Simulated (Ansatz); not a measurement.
Sn2S3 (Ottemannite), computed twice by G0W0.

```
Sn S
1.0
     8.87800    0.00000    0.00000
     0.00000    3.75100    0.00000
     0.00000    0.00000   14.02000
Sn S
8 12
Direct
  0.16494 0.25000 0.05195
  0.33506 0.75000 0.55195
  0.66494 0.25000 0.44805
  0.83506 0.75000 0.94805
  0.48509 0.75000 0.16936
  0.01491 0.25000 0.66936
  0.98509 0.75000 0.33064
  0.51491 0.25000 0.83064
  0.98047 0.75000 0.10640
  0.51953 0.25000 0.60640
  0.48047 0.75000 0.39360
  0.01953 0.25000 0.89360
  0.33879 0.75000 0.99524
  0.16121 0.25000 0.49524
  0.83879 0.75000 0.50476
  0.66121 0.25000 0.00476
  0.28631 0.25000 0.21246
  0.21369 0.75000 0.71246
  0.78631 0.25000 0.28754
  0.71369 0.75000 0.78754
```

The cell and positions come from the Crystallography Open Database and are kept as given unless a step says otherwise. PAW set soft_2, made with PBE.

The first (Ansatz 0.2.0; start r2SCAN, 2×4×2 mesh, 420 empty bands, screening to 54 eV; 1 × NVIDIA GB200 (shared by 2 runs) with 24 threads of Arm Neoverse V2, shared host) gave, on its mesh: starting gap 0.88 eV, G0W0 gap 1.39 eV, RPA ε∞ (mean) 8.35, 18 s.

Question: The second changes frequency model from contour deformation to plasmon pole. What does it give?

It gave: starting gap 0.88 eV, G0W0 gap 1.39 eV, RPA ε∞ (mean) 8.35, 20 s. The G0W0 gap moves by −0.001 eV, +0.00 eV from the start and −0.001 eV from the correction.

Limits: not at the basis limit; no spin-orbit coupling; coarse k mesh.

[Paths, hosts, dates, memory and timing lines, banners, echoed tables and standing remarks are left out of the program output.]

[Logs are printed without paths, hosts, clocks, repeated set-up lines and the standing remarks that a program may print on its own settings, such as how far it seeks lower states.]

[Runs of the session that timed out or met a known fault of the program may be left out.]

[Cells called generated may have been cut or substituted from an entry of the Crystallography Open Database or the Materials Project.]

[Hosts, paths, dates, database ids (printed as entryN), source tags and the programs' standing remarks are cut or masked in the printed files.]
